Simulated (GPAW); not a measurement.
# How the form of the self-energy moves the gap of CdF2 (Fm-3m)

Wanted: the gap of CdF2 (Fm-3m) under several approximations, with cost.

Main program and level: GPAW 26.7.0; PBE and many-body steps on it, plane waves.

## 1. Starting point

The structure is cubic, space group Fm-3m (No. 225). The conventional cell has a = 5.388 Å, b = 5.388 Å, c = 5.388 Å, α = 90.00°, β = 90.00°, γ = 90.00°. Cd has 8 F at 2.33 Å nearest. Nearest to F lie 4 Cd at 2.33 Å. Farther neighbours and most contacts between anions are not listed.

As a file:

```xyz
3
Lattice="0.0000 2.6940 2.6940 2.6940 0.0000 2.6940 2.6940 2.6940 0.0000" Properties=species:S:1:pos:R:3 pbc="T T T"
Cd    0.0000    0.0000    0.0000
F     1.3470    1.3470    1.3470
F     4.0410    4.0410    4.0410
```

The cell and positions come from the Crystallography Open Database and are kept as given unless a step says otherwise.

## 2. Empty states on the mesh, 6×6×6 mesh, 215 bands

This step: GPAW 26.7.0; DFT, PBE, plane waves, PAW.

The sums over transitions need many empty states on a uniform mesh; this step solves for them.

run.py

```python
import json
import numpy as np
from gpaw.mpi import world
from gpaw import GPAW

calc = GPAW('gs.gpw').fixed_density(kpts={'size': (6, 6, 6), 'gamma': True},
    parallel={'domain': 1, 'band': 1},
    txt='nscf.txt')
calc.diagonalize_full_hamiltonian(nbands=215)
calc.write('full.gpw', mode='all')
res = {}
kpts = calc.get_ibz_k_points()
res['kpts'] = kpts
res['eigenvalues'] = [calc.get_eigenvalues(kpt=k) for k in range(len(kpts))]
res['n_electrons'] = calc.get_number_of_electrons()

if world.rank == 0:
    with open('result.json', 'w') as f:
        json.dump(res, f, default=lambda x: x.tolist())
```

Launch:

```sh
> mpirun -n 4 gpaw python run.py
```

Numbers of over 12 decimals in the logs are rounded to 6 here.

The program printed:

```text
Diagonalizing LCAO Hamiltonian
Converting LCAO to pw mode
convergence criteria:
- Maximum integral of absolute [eigenst]ate change: 4e-08 eV^2 / valence electron
maximum number of iterations: 100

SCF iterations
|iter     |     time |      energy | eigst |  dens |
|iter:   1|  |             | +0.49 |       |
|iter:   2|  |             | -0.93 |       |
|iter:   3|  |             | -2.48 |       |
|iter:   4|  |             | -3.88 |       |
|iter:   5|  |             | -5.47 |       |
|iter:   6|  |             | -6.74 |       |
|iter:   7|  |             | -7.69c|       |
SCF steps: 7
  __  _  _
 | _ |_)|_||  |
 |__||  | ||/\| - 26.7.0

Input parameters:
  mode=PW(ecut=600.0),
  convergence={'density': 1e-06, 'bands': -3},
  gpts=array([24, 24, 24]),
  kpts=MonkhorstPack(size=(6, 6, 6), gamma=True),
  maxiter=100,
  nbands=20,
  occupations=Occupations(name='fermi-dirac', width=0.001, fixmagmom=False),
  parallel={'domain': 1, 'band': 1},
  xc=XC(name='PBE')
Matrix size: 1315x1315
# Writing to full.gpw (mode='all')
  [... matrices ...]

timing:  # [seconds]
  Total: 12.239  # ━━━━━━━━━━━━━━━━━━━━━━━━━━━━━━━━━━━━━━━━━━━━━━━━━━━━━━━━━━
```

It took 18 s on 4 MPI ranks of Arm Neoverse V1, shared host; peak memory 1.4 GiB; 71 s of CPU time.

Numbers from this step:

```yaml
gap: 3.088 eV
k_of_the_valence_top: 0.5, 0.3333, -0.1667
k_of_the_conduction_bottom: 0, 0, 0
least_direct_gap: 3.538 eV
k_points_computed: 16
lowest_point_of_the_top_converged_band_above_the_valence_top: 164.7007 eV
```

On this mesh the gap is 3.088 eV.

## 3. G0W0, Godby-Needs plasmon pole

G0W0 replaces the xc potential by the self-energy, built once from these orbitals. Only a window of levels is corrected, while the sums run over the empty bands that the input names.

This step: G0W0 with a vertex from the rALDA kernel on PBE, plane waves, PAW.

run.py

```python
import json
import numpy as np
from gpaw.mpi import world
from gpaw.response.g0w0 import G0W0

gw = G0W0('full.gpw',
    filename='gw',
    kpts=[0, 9],
    bands=(11, 15),
    ecut=175,
    nbands=205,
    integrate_gamma='WS',
    ppa=True,
    xc='rALDA',
    fxc_mode=None,
    fxc_modes=['GWP', 'GWS', 'GWG'],
    do_GW_too=True)
gw.calculate()
res = {mode: {k: v for k, v in r.items() if k != 'sigma_eskwn'}
       for mode, r in gw.all_results.items()}

if world.rank == 0:
    with open('result.json', 'w') as f:
        json.dump(res, f, default=lambda x: x.tolist())
```

Launch:

```sh
> mpirun -n 4 gpaw python run.py
```

The program printed:

```text
Using integrator: PointIntegrator
FrequencyGridDescriptor(from 0.000+0.000j to 0.000+27.211j eV, 2 points)
Nonperiodic BCs:  [False False False]
Using integrator: PointIntegrator
FrequencyGridDescriptor(from 0.000+0.000j to 0.000+27.211j eV, 2 points)
Nonperiodic BCs:  [False False False]
  ___  _ _ _
 |   || | | |
 | | || | | |
 |__ ||_____|
 |___|

BZ k-points: Symmetries present (total): 48

  [... matrices ...]
216 k-points: 6 x 6 x 6 Monkhorst-Pack grid + [1/12,1/12,1/12]
16 k-points in the irreducible part of the Brillouin zone
       k-points in crystal coordinates                weights
   0:     0.00000000    0.00000000    0.00000000          1/216
   1:     0.16666667    0.16666667    0.00000000          6/216
   2:     0.16666667    0.16666667    0.16666667          8/216
   3:     0.33333333    0.16666667    0.16666667         12/216
   4:     0.33333333    0.33333333   -0.33333333         12/216
   5:     0.33333333    0.33333333    0.00000000          6/216
   6:     0.33333333    0.33333333    0.16666667         24/216
   7:     0.33333333    0.33333333    0.33333333          8/216
   8:     0.50000000    0.33333333   -0.33333333         24/216
   9:     0.50000000    0.33333333   -0.16666667         12/216
          ...
  15:     0.50000000    0.50000000    0.50000000          4/216

Distributing spins, k-points and bands (1 x 2 x 4) over 4 processes
Number of blocks: 1

Quasi particle states:
k-points (IBZ indices): [0, 9]
Band range: (11, 15)
  [... matrices ...]
Computational parameters:
Plane wave cut-off: 175 eV
Number of bands: 205
Coulomb cutoff: None
Broadening: 0.1 eV

fxc modes: GW, GWG, GWP, GWS
Kernel: rALDA
Using Godby-Needs plasmon-pole approximation:
  Fitting energy: i*E0, E0 = 1.000 Hartree
Summing all q:

Calculating screened Coulomb potential
No Coulomb truncation
FrequencyGridDescriptor(from 0.000+0.000j to 0.000+27.211j eV, 2 points)
Removing empty qpoint cache files...

Calculating chi0 body with:
    Ground state adapter containing:
    Number of spins: 1
    Number of kpoints: 216
    Number of irreducible kpoints: 16
    Number of completely occupied states: 13
    Number of partially occupied states: 13
    Occupied states memory: 2.7421875 M / cpu

    Linear response parametrization:
    q_c: [1.3877787807814457e-17, 1.3877787807814457e-17, 1.3877787807814457e-17]
    Number of frequency points: 2
    Planewave cutoff: 175.0
    Number of bands: 205
    Number of planewaves: 181
    Broadening (eta): 1e-06
    comm.size: 4
    kncomm.size: 4
    blockcomm.size: 1

    Memory estimate of potentially large arrays:
        chi0_wGG: 0.999786 M / cpu
Integrating chi0 body.

Symmetries of q_c:
    Direct symmetries (Uq -> q): 48
    Indirect symmetries (TUq -> q): 0
In total 48 allowed symmetries.

  [... matrices ...]
16 groups of equivalent kpoints. 92.592593% reduction.

Integral kind: response function
Integrating chi0 head and wings.

Symmetries of q_c:
    Direct symmetries (Uq -> q): 48
    Indirect symmetries (TUq -> q): 0
In total 48 allowed symmetries.

  [... matrices ...]
16 groups of equivalent kpoints. 92.592593% reduction.

Integral kind: response function wings
Calculating rALDA kernel at 175.0 eV cutoff
q point 0 complete
q point 1 complete
q point 2 complete
q point 3 complete
q point 4 complete
q point 5 complete
q point 6 complete
q point 7 complete
q point 8 complete
q point 9 complete
q point 10 complete
[... the further q-points ...]

Results:
f:      Occupation numbers
eps:     KS-eigenvalues [eV]
vxc:     KS vxc [eV]
exx:     Exact exchange [eV]
sigma:   Self-energies [eV]
dsigma:  Self-energy derivatives
Z:       Renormalization factors
qp:      QP-energies [eV]

k-point 0 (0): (0.000, 0.000, 0.000)                GWP
band       f     eps     vxc     exx   sigma  dsigma       Z      qp
                                                                  GWP
  11   1.000   1.405 -27.817 -35.126   5.343  -0.264   0.791  -0.151
  12   1.000   1.405 -27.817 -35.126   5.343  -0.264   0.791  -0.150
  13   0.000   4.943 -13.685  -9.217  -3.511  -0.160   0.862   5.769
  14   0.000  14.525 -11.098  -5.510  -4.475  -0.175   0.851  15.471
                                                                  GWS
  11   1.000   1.405 -27.817 -35.126   5.106  -0.233   0.811  -0.383
  12   1.000   1.405 -27.817 -35.126   5.106  -0.233   0.811  -0.383
[...]
GWG
[...]
GW
[...]
k-point 1 (9): (0.500, 0.333, -0.167)                GWP
band       f     eps     vxc     exx   sigma  dsigma       Z      qp
                                                                  GWP
[...]
GWS
[...]
GWG
[...]
GW
[...]
12   1.000   1.855 -26.241 -33.425   5.336  -0.272   0.786   0.401
  13   0.000   9.937 -18.296 -12.292  -3.821  -0.177   0.849  11.791
  14   0.000  12.510 -13.660  -8.190  -3.999  -0.175   0.851  13.762
```

The job ended after 17 min (4 MPI ranks; peak memory 4.4 GiB).

Numbers from this step:

* gap with the vertex in the polarisability: 5.163 eV
* gap with the vertex in the self-energy: 5.946 eV
* gap with the vertex in both: 5.684 eV
* G0W0 gap on the points computed: 5.468 eV
* least direct G0W0 gap on the computed points: 6.204 eV
* Z at the valence top: 0.7865
* Z at the conduction bottom: 0.8681
* starting gap on the mesh: 3.088 eV
* k of the valence top: 0.5, 0.3333, -0.1667
* k of the conduction bottom: 0, 0, 0

The gap on the mesh goes from 3.09 eV to 5.47 eV, a correction of +2.38 eV.

## 4. G0W0 with rALDA vertex

run.py: that of step 3 with these lines changed.

```diff
@@ -9,4 +9,4 @@
     bands=(11, 15),
-    ecut=175,
-    nbands=205,
+    ecut=105,
+    nbands=95,
     integrate_gamma='WS',
@@ -14,5 +14,3 @@
     xc='rALDA',
-    fxc_mode=None,
-    fxc_modes=['GWP', 'GWS', 'GWG'],
-    do_GW_too=True)
+    fxc_mode='GWG')
 gw.calculate()
```

Launch:

```sh
> mpirun -n 4 gpaw python run.py
```

The program printed:

```text
Using integrator: PointIntegrator
FrequencyGridDescriptor(from 0.000+0.000j to 0.000+27.211j eV, 2 points)
Nonperiodic BCs:  [False False False]
Using integrator: PointIntegrator
FrequencyGridDescriptor(from 0.000+0.000j to 0.000+27.211j eV, 2 points)
Nonperiodic BCs:  [False False False]
  ___  _ _ _
 |   || | | |
 | | || | | |
 |__ ||_____|
 |___|

BZ k-points: Symmetries present (total): 48

  [... matrices ...]
216 k-points: 6 x 6 x 6 Monkhorst-Pack grid + [1/12,1/12,1/12]
16 k-points in the irreducible part of the Brillouin zone
       k-points in crystal coordinates                weights
   0:     0.00000000    0.00000000    0.00000000          1/216
   1:     0.16666667    0.16666667    0.00000000          6/216
   2:     0.16666667    0.16666667    0.16666667          8/216
[...]
9:     0.50000000    0.33333333   -0.16666667         12/216
          ...
  15:     0.50000000    0.50000000    0.50000000          4/216

Distributing spins, k-points and bands (1 x 2 x 4) over 4 processes
Number of blocks: 1

Quasi particle states:
k-points (IBZ indices): [0, 9]
Band range: (11, 15)
  [... matrices ...]
Computational parameters:
Plane wave cut-off: 105 eV
Number of bands: 95
Coulomb cutoff: None
Broadening: 0.1 eV

fxc modes: GWG
Kernel: rALDA
Using Godby-Needs plasmon-pole approximation:
  Fitting energy: i*E0, E0 = 1.000 Hartree
Summing all q:

Calculating screened Coulomb potential
No Coulomb truncation
FrequencyGridDescriptor(from 0.000+0.000j to 0.000+27.211j eV, 2 points)
Removing empty qpoint cache files...

Calculating chi0 body with:
    Ground state adapter containing:
    Number of spins: 1
    Number of kpoints: 216
    Number of irreducible kpoints: 16
    Number of completely occupied states: 13
[...]
Linear response parametrization:
    q_c: [1.3877787807814457e-17, 1.3877787807814457e-17, 1.3877787807814457e-17]
    Number of frequency points: 2
    Planewave cutoff: 105.0
    Number of bands: 95
    Number of planewaves: 113
    Broadening (eta): 1e-06
    comm.size: 4
    kncomm.size: 4
    blockcomm.size: 1

    Memory estimate of potentially large arrays:
        chi0_wGG: 0.389679 M / cpu
Integrating chi0 body.

Symmetries of q_c:
    Direct symmetries (Uq -> q): 48
    Indirect symmetries (TUq -> q): 0
In total 48 allowed symmetries.

  [... matrices ...]
16 groups of equivalent kpoints. 92.592593% reduction.

Integral kind: response function
Integrating chi0 head and wings.

Symmetries of q_c:
    Direct symmetries (Uq -> q): 48
    Indirect symmetries (TUq -> q): 0
In total 48 allowed symmetries.

  [... matrices ...]
16 groups of equivalent kpoints. 92.592593% reduction.

Integral kind: response function wings
Calculating rALDA kernel at 105.0 eV cutoff
q point 0 complete
q point 1 complete
q point 2 complete
[...]
q point 9 complete
q point 10 complete
[... the further q-points ...]

Results:
f:      Occupation numbers
eps:     KS-eigenvalues [eV]
vxc:     KS vxc [eV]
exx:     Exact exchange [eV]
sigma:   Self-energies [eV]
dsigma:  Self-energy derivatives
Z:       Renormalization factors
qp:      QP-energies [eV]

k-point 0 (0): (0.000, 0.000, 0.000)                GWG
band       f     eps     vxc     exx   sigma  dsigma       Z      qp
                                                                  GWG
  11   1.000   1.405 -27.817 -35.126   5.401  -0.238   0.808  -0.137
  12   1.000   1.405 -27.817 -35.126   5.401  -0.238   0.808  -0.137
  13   0.000   4.943 -13.685  -9.217  -3.010  -0.138   0.878   6.224
[...]
k-point 1 (9): (0.500, 0.333, -0.167)                GWG
band       f     eps     vxc     exx   sigma  dsigma       Z      qp
                                                                  GWG
[...]
13   0.000   9.937 -18.296 -12.292  -3.349  -0.174   0.852  12.198
  14   0.000  12.510 -13.660  -8.190  -3.495  -0.154   0.866  14.221
```

Elapsed: 3.7 min, on 4 MPI ranks; peak memory 2.4 GiB.

Numbers from this step:

```
quasiparticle gap on the points computed              : 5.614 eV
least direct quasiparticle gap on the computed points : 6.361 eV
Z at the valence top                                  : 0.7950
Z at the conduction bottom                            : 0.8784
starting gap on the mesh                              : 3.088 eV
k of the valence top                                  : 0.5, 0.3333, -0.1667
k of the conduction bottom                            : 0, 0, 0
```

Against G0W0 in GPAW (6×6×6 mesh, 205 bands, screening to 175 eV, Godby-Needs plasmon pole), the gap moves by +0.145 eV.

## 5. Side by side

Times are wall times on 4 MPI ranks of Arm Neoverse V1, shared host, good to a factor of about two.

```
                           run   mesh  bands  screening cutoff (eV)  DFT gap (eV)  gap on the mesh (eV)  direct (eV)     time
G0W0, Godby-Needs plasmon pole  6×6×6    205                    175         3.088                 5.468        6.204   17 min
        G0W0 with rALDA vertex  6×6×6     95                    105         3.088                 5.614        6.361  3.7 min
```

## 6. Results

- G0W0, Godby-Needs plasmon pole: 5.468 eV
- G0W0 with rALDA vertex: 5.614 eV
- known limits: not at the basis limit; d shell near the gap, gap tends to lie low; no spin-orbit coupling

**Reading.** G0W0 with rALDA vertex: +0.145 eV against G0W0, Godby-Needs plasmon pole, at other bands or cutoff, so not like for like. With the rALDA kernel as a vertex the gap is 5.16 eV (in the polarisability), 5.95 eV (in the self-energy) and 5.68 eV (in both), against 5.47 eV without. Bands and cutoff are finite, so the gap is not at the basis limit. The miss can reach some tenths of an eV and take either sign; the mesh is an error of its own. These stock PAW sets were not made for GW. In the G0W0 runs levels were corrected at 2 k points alone, so a gap called «on the mesh» is the least over those, and an edge elsewhere would be missed. A d shell, filled or nearly so, lies near the gap. One-shot GW converges very slowly in bands there, not always from below, and on a semilocal start the gap tends to come out low; starts rich in exact exchange can overshoot instead. The many-body steps are scalar-relativistic: spin-orbit coupling is not in them.

[Paths, hosts, dates, memory and timing lines, banners, echoed tables and standing remarks are left out of the program output.]

[Logs are printed without paths, hosts, clocks, repeated set-up lines and the standing remarks that a program may print on its own settings, such as how far it seeks lower states.]

[Runs of the session that timed out or met a known fault of the program may be left out.]

[Hosts, paths, dates, database ids (printed as entryN), source tags and the programs' standing remarks are cut or masked in the printed files.]
